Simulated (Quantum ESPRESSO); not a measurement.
# CoO: which magnetic order is lowest, part 2 of 2

A self-consistent run ends on one state, which hangs on the start. Several orders of CoO are started in Quantum ESPRESSO and their energies compared.

Quantum ESPRESSO 7.5; PBEsol with U = 3.5 eV on Co d (ortho-atomic projectors); plane waves with GBRV 1.5 PBEsol potentials, no spin-orbit coupling.

So far, absolute magnetization (μB): step 2 (run 1, typed as ferro +) 3.02.

## Step 3: Run 2, typed as antiferro q=(0,0,1/2) +−

This order needs a doubled cell of 4 atoms. The wavevector q is in fractions of the reciprocal vectors of the crystal's primitive cell, as the cells of these inputs are built from it; moments change sign between cells as cos(2π q·R).

Input file pw.in:

```
&CONTROL
  calculation = 'scf'
  prefix = 'pwscf'
  outdir = './tmp'
  pseudo_dir = './pseudo'
  disk_io = 'nowf'
/
&SYSTEM
  ibrav = 0
  celldm(1) = 8
  nat = 4
  ntyp = 3
  ecutwfc = 40
  ecutrho = 280
  nbnd = 32
  occupations = 'smearing'
  smearing = 'fd'
  degauss = 0.00367493
  nspin = 2
  starting_magnetization(1) = 0.1765
  starting_magnetization(2) = -0.1765
  starting_magnetization(3) = 0
/
&ELECTRONS
  conv_thr = 8d-09
  electron_maxstep = 150
  mixing_beta = 0.3
/
ATOMIC_SPECIES
Co1    58.9332 co_pbesol_v1.2.uspp.F.UPF
Co2    58.9332 co_pbesol_v1.2.uspp.F.UPF
O      15.9990 o_pbesol_v1.2.uspp.F.UPF
CELL_PARAMETERS alat
   0.0000000000000    0.5034939043300    0.5034939043300
   0.5034939043300    0.0000000000000    0.5034939043300
   1.0069878086600    1.0069878086600    0.0000000000000
ATOMIC_POSITIONS crystal
Co1     0.0000000000    0.0000000000    0.0000000000
Co2     0.0000000000    0.0000000000    0.5000000000
O       0.5000000000    0.5000000000    0.2500000000
O       0.5000000000    0.5000000000    0.7500000000
K_POINTS automatic
8 8 4 0 0 0
HUBBARD {ortho-atomic}
U Co1-3d 3.5000
U Co2-3d 3.5000
```

Run with:

```console
$ OMP_NUM_THREADS=1 mpirun -n 4 pw.x -nk 4 -in pw.in > pw.out
```

The program printed:

```text
[banner, memory and clock lines left out]
Program PWSCF v.7.5 starts

     Message from routine setup:
     using ibrav=0 with symmetry is DISCOURAGED, use correct ibrav instead

     bravais-lattice index     =            0
     lattice parameter (alat)  =       8.0000  a.u.
     unit-cell volume          =     261.4042 (a.u.)^3
     number of atoms/cell      =            4
     number of atomic types    =            3
     number of electrons       =        46.00
     number of Kohn-Sham states=           32
     kinetic-energy cutoff     =      40.0000  Ry
     charge density cutoff     =     280.0000  Ry
     scf convergence threshold =      8.0E-09
     mixing beta               =       0.3000
     number of iterations used =            8  plain     mixing
     Exchange-correlation= SLA  PW   PSX  PSC
                           (   1   4  10   8   0   0   0)
     Hubbard projectors: ortho-atomic
     Hubbard parameters of DFT+U (Dudarev formulation) in eV:
     U(Co1-3d) =  3.5000
     U(Co2-3d) =  3.5000

     Internal variables: lda_plus_u =T, lda_plus_u_kind = 0

     Internal variables: orbital_resolved =F, hub_pot_fix =F, apply_U = F

     celldm(1)=   8.000000  celldm(2)=   0.000000  celldm(3)=   0.000000
     celldm(4)=   0.000000  celldm(5)=   0.000000  celldm(6)=   0.000000

     crystal axes: (cart. coord. in units of alat)
               a(1) = (   0.000000   0.503494   0.503494 )
               a(2) = (   0.503494   0.000000   0.503494 )
               a(3) = (   1.006988   1.006988   0.000000 )

     reciprocal axes: (cart. coord. in units 2 pi/alat)
               b(1) = ( -0.993061  0.993061  0.993061 )
               b(2) = (  0.993061 -0.993061  0.993061 )
               b(3) = (  0.496530  0.496530 -0.496530 )

     PseudoPot. # 1 for Co read from file:
     co_pbesol_v1.2.uspp.F.UPF
     Pseudo is Ultrasoft + core correction, Zval = 17.0

     PseudoPot. # 2 for Co read from file:
     co_pbesol_v1.2.uspp.F.UPF
     Pseudo is Ultrasoft + core correction, Zval = 17.0

     PseudoPot. # 3 for O  read from file:
     o_pbesol_v1.2.uspp.F.UPF
     Pseudo is Ultrasoft + core correction, Zval =  6.0

     atomic species   valence    mass     pseudopotential
     Co1              17.00    58.93320     Co( 1.00)
     Co2              17.00    58.93320     Co( 1.00)
     O                 6.00    15.99900     O ( 1.00)

     Starting magnetic structure
     atomic species   magnetization
     Co1             0.176
     Co2            -0.176
     O               0.000

     12 Sym. Ops., with inversion, found

   Cartesian axes

     site n.     atom                  positions (alat units)
         1        Co1    tau(   1) = (   0.0000000   0.0000000   0.0000000  )
         2        Co2    tau(   2) = (   0.5034939   0.5034939   0.0000000  )
         3        O      tau(   3) = (   0.5034939   0.5034939   0.5034939  )
         4        O      tau(   4) = (   1.0069878   1.0069878   0.5034939  )

     number of k points=    35  Fermi-Dirac smearing, width (Ry)=  0.0037
                       cart. coord. in units 2pi/alat
        k(    1) = (   0.0000000   0.0000000   0.0000000), wk =   0.0039062
        k(    2) = (   0.1241326   0.1241326  -0.1241326), wk =   0.0078125
        k(    3) = (  -0.2482652  -0.2482652   0.2482652), wk =   0.0039062
        k(    4) = (   0.1241326  -0.1241326   0.1241326), wk =   0.0234375
        k(    5) = (   0.2482652   0.0000000   0.0000000), wk =   0.0234375
        [... 30 further k-points ...]

     Dense  grid:    20749 G-vectors     FFT dimensions: (  32,  32,  64)

     Smooth grid:     8953 G-vectors     FFT dimensions: (  24,  24,  45)

     Check: negative core charge=   -0.000039
     Generating pointlists ...
     new r_m :   0.2077 (alat units)  1.6615 (a.u.) for type    1
     new r_m :   0.2077 (alat units)  1.6615 (a.u.) for type    2
     new r_m :   0.2077 (alat units)  1.6615 (a.u.) for type    3

     Initial potential from superposition of free atoms

     starting charge      44.0000, renormalised to      46.0000

     STARTING HUBBARD OCCUPATIONS:

     =================== HUBBARD OCCUPATIONS ===================
     ------------------------ ATOM    1 ------------------------
     Tr[ns(  1)] (up, down, total) =   5.00000  2.00000  7.00000
     Atomic magnetic moment for atom   1 =   3.00000
     [... lines left out ...]
     ------------------------ ATOM    2 ------------------------
     Tr[ns(  2)] (up, down, total) =   2.00000  5.00000  7.00000
     Atomic magnetic moment for atom   2 =  -3.00000
     [... lines left out ...]
     Number of occupied Hubbard levels =   14.0000

     Atomic wfc used for Hubbard projectors are orthogonalized

     Starting wfcs are   34 randomized atomic wfcs

     Self-consistent Calculation

     iteration #  1     ecut=    40.00 Ry     beta= 0.30
     Davidson diagonalization with overlap
     ethr =  1.00E-02,  avg # of iterations =  2.9

     =================== HUBBARD OCCUPATIONS ===================
     ------------------------ ATOM    1 ------------------------
     Tr[ns(  1)] (up, down, total) =   4.60319  0.93499  5.53818
     Atomic magnetic moment for atom   1 =   3.66820
     [... lines left out ...]
     ------------------------ ATOM    2 ------------------------
     Tr[ns(  2)] (up, down, total) =   0.93440  4.60315  5.53755
     Atomic magnetic moment for atom   2 =  -3.66876
     [... lines left out ...]
     Number of occupied Hubbard levels =   11.0757

     total energy              =    -657.02323546 Ry
     estimated scf accuracy    <      12.07566688 Ry

     total magnetization       =    -0.00 Bohr mag/cell
     absolute magnetization    =     7.49 Bohr mag/cell

     iteration #  2     ecut=    40.00 Ry     beta= 0.30
     Davidson diagonalization with overlap
     ethr =  1.00E-02,  avg # of iterations =  2.6

     total energy              =    -658.98292919 Ry
     estimated scf accuracy    <      10.07316003 Ry

     total magnetization       =     0.00 Bohr mag/cell
     absolute magnetization    =     2.25 Bohr mag/cell

     [... further iterations left out ...]

     iteration # 26     ecut=    40.00 Ry     beta= 0.30
     Davidson diagonalization with overlap
     ethr =  5.80E-11,  avg # of iterations =  1.0

     total energy              =    -660.61388493 Ry
     estimated scf accuracy    <          9.3E-09 Ry

     total magnetization       =    -0.00 Bohr mag/cell
     absolute magnetization    =     5.43 Bohr mag/cell

     iteration # 27     ecut=    40.00 Ry     beta= 0.30
     Davidson diagonalization with overlap
     ethr =  2.02E-11,  avg # of iterations =  1.0

     Magnetic moment per site  (integrated on atomic sphere of radius R)
     atom   1 (R=0.208)  charge= 14.5999  magn=  2.5453
     atom   2 (R=0.208)  charge= 14.5998  magn= -2.5454
     atom   3 (R=0.208)  charge=  5.7560  magn=  0.0000
     atom   4 (R=0.208)  charge=  5.7560  magn=  0.0000

     End of self-consistent calculation

     =================== HUBBARD OCCUPATIONS ===================
     ------------------------ ATOM    1 ------------------------
     Tr[ns(  1)] (up, down, total) =   4.96105  2.34714  7.30818
     Atomic magnetic moment for atom   1 =   2.61391
     [... lines left out ...]
     ------------------------ ATOM    2 ------------------------
     Tr[ns(  2)] (up, down, total) =   2.34708  4.96104  7.30812
     Atomic magnetic moment for atom   2 =  -2.61397
     [... lines left out ...]
     Number of occupied Hubbard levels =   14.6163

     [... lines left out ...]
     the Fermi energy is    13.0770 ev

!    total energy              =    -660.61388492 Ry
     estimated scf accuracy    <          4.7E-09 Ry
     smearing contrib. (-TS)   =      -0.00469830 Ry
     internal energy E=F+TS    =    -660.60918662 Ry

     The total energy is F=E-TS. E is the sum of the following terms:
     one-electron contribution =    -365.73002718 Ry
     hartree contribution      =     209.11734836 Ry
     xc contribution           =     -79.11220826 Ry
     ewald contribution        =    -425.12572344 Ry
     Hubbard energy            =       0.24142390 Ry

     total magnetization       =    -0.00 Bohr mag/cell
     absolute magnetization    =     5.43 Bohr mag/cell

     convergence has been achieved in  27 iterations
```

It took 31 s on 4 MPI ranks of Arm Neoverse V1, shared host; peak memory 0.36 GiB.

Spin moment in the atom's sphere by atom:

| atom | spin moment in the atom's sphere (μB) |
| --- | --- |
| Co1 | 2.55 |
| Co2 | -2.55 |
| O3 | 0.00 |
| O4 | 0.00 |

Numbers from this step:

| Quantity | Value |
| --- | --- |
| smearing term TS | 0.06392 eV |
| magnetization | 0 μB |
| absolute magnetization | 5.427 μB |
| final state | antiferromagnetic |

## Step 4: Run 3 (antiferro q=(0,1/2,1/2) +−)

The cell is doubled to 4 atoms to hold this order.

pw.in, as its differences from that of step 3:

```diff
@@ -34,11 +34,11 @@
    0.0000000000000    0.5034939043300    0.5034939043300
-   0.5034939043300    0.0000000000000    0.5034939043300
-   1.0069878086600    1.0069878086600    0.0000000000000
+   1.0069878086600    0.0000000000000    1.0069878086600
+   1.0069878086600    0.5034939043300    0.5034939043300
 ATOMIC_POSITIONS crystal
 Co1     0.0000000000    0.0000000000    0.0000000000
-Co2     0.0000000000    0.0000000000    0.5000000000
-O       0.5000000000    0.5000000000    0.2500000000
-O       0.5000000000    0.5000000000    0.7500000000
+Co2     0.0000000000    0.5000000000    0.0000000000
+O       0.5000000000    0.0000000000    0.5000000000
+O       0.5000000000    0.5000000000    0.5000000000
 K_POINTS automatic
-8 8 4 0 0 0
+8 4 8 0 0 0
 HUBBARD {ortho-atomic}
```

The program printed:

```text
     [... lines left out ...]
Program PWSCF v.7.5 starts
     [... lines left out ...]
     number of atoms/cell      =            4
     [... lines left out ...]
     number of electrons       =        46.00
     number of Kohn-Sham states=           32
     kinetic-energy cutoff     =      40.0000  Ry
     charge density cutoff     =     280.0000  Ry
     scf convergence threshold =      8.0E-09
     [... lines left out ...]
     16 Sym. Ops., with inversion, found
     [... lines left out ...]
     number of k points=    39  Fermi-Dirac smearing, width (Ry)=  0.0037
     [... lines left out ...]
     iteration # 30     ecut=    40.00 Ry     beta= 0.30
     [... lines left out ...]
     Magnetic moment per site  (integrated on atomic sphere of radius R)
     atom   1 (R=0.208)  charge= 14.6209  magn=  2.4290
     atom   2 (R=0.208)  charge= 14.6210  magn= -2.4290
     atom   3 (R=0.208)  charge=  5.7411  magn= -0.0498
     atom   4 (R=0.208)  charge=  5.7411  magn=  0.0497
     [... lines left out ...]
     Tr[ns(  1)] (up, down, total) =   4.92099  2.42221  7.34320
     [... lines left out ...]
     Tr[ns(  2)] (up, down, total) =   2.42221  4.92102  7.34323
     [... lines left out ...]
     the Fermi energy is    13.0003 ev
!    total energy              =    -660.59918746 Ry
     estimated scf accuracy    <          2.8E-09 Ry
     smearing contrib. (-TS)   =      -0.00611476 Ry
     [... lines left out ...]
     total magnetization       =    -0.00 Bohr mag/cell
     absolute magnetization    =     5.22 Bohr mag/cell
     convergence has been achieved in  30 iterations
```

It took 56 s on 4 MPI ranks; peak memory 0.42 GiB; 3.7 min of CPU time.

Spin moment in the atom's sphere by atom:

| atom | spin moment in the atom's sphere (μB) |
| --- | --- |
| Co1 | 2.43 |
| Co2 | -2.43 |
| O3 | -0.05 |
| O4 | 0.05 |

Read from the output:

- smearing term TS: 0.08320 eV
- magnetization: 0 μB
- absolute magnetization: 5.216 μB
- final state: antiferromagnetic

## Step 5: The states side by side

An order is kept where moments of 0.15 μB or more survive with the typed signs; meshes match where a doubled cell samples the same k points as the first cell.

Orders:

| start | final state | typed order kept | energy over the lowest (meV a seeded atom) | largest site moment (μB) | net moment (μB a cell of the first run) | mesh matched | CPU time (s) |
| --- | --- | --- | --- | --- | --- | --- | --- |
| ferro + | ferromagnetic | yes | 41.64 | 2.609 | 2.995 | yes | 21.2 |
| antiferro q=(0,0,1/2) +- | antiferromagnetic | yes | 0 | 2.545 | 0 | yes | 124.3 |
| antiferro q=(0,1/2,1/2) +- | antiferromagnetic | yes | 99.98 | 2.429 | 0 | yes | 222.5 |

## Step 6: Occupations of the corrected shells in the lowest state

Occupations of the Hubbard shells:

| block | type | shell | spin | electrons | occupation numbers |
| --- | --- | --- | --- | --- | --- |
| 1 | Co1 | 3d | up | 4.961 | 0.989 0.989 0.994 0.994 0.994 |
| 1 | Co1 | 3d | down | 2.347 | 0.148 0.148 0.669 0.669 0.713 |
| 2 | Co2 | 3d | up | 2.347 | 0.148 0.148 0.669 0.669 0.713 |
| 2 | Co2 | 3d | down | 4.961 | 0.989 0.989 0.994 0.994 0.994 |

## Step 7: Results

```yaml
lowest_state_found: antiferromagnetic (from antiferro q=(0,0,1/2) +-)
largest_site_moment: 2.55 μB
next_state_with_moments: ferromagnetic, 41.6 meV a seeded atom higher
```

What this shows: This is the lowest of 3 collinear or spinless starts, no proof of the ground state. The smearing term is large for its width, so states at the Fermi level are partly filled: at this level the cell is a metal or has a gap of a few widths at most. Degenerate orbitals of a corrected shell are partly filled. Whether a state of lower symmetry lies under this one was not tested; under a U it often does.

[Logs and program files are shortened in this print: banners, set-up blocks, solver, clock and traceback lines can be left out without a mark of their own.]

[Logs are printed without paths, hosts, clocks, repeated set-up lines and the standing remarks that a program may print on its own settings, such as how far it seeks lower states.]

[Hosts, paths, dates, database ids (printed as entryN), source tags and the programs' standing remarks are cut or masked in the printed files.]

[Where a cell is said to come from a database of computed structures, the database is the Materials Project.]
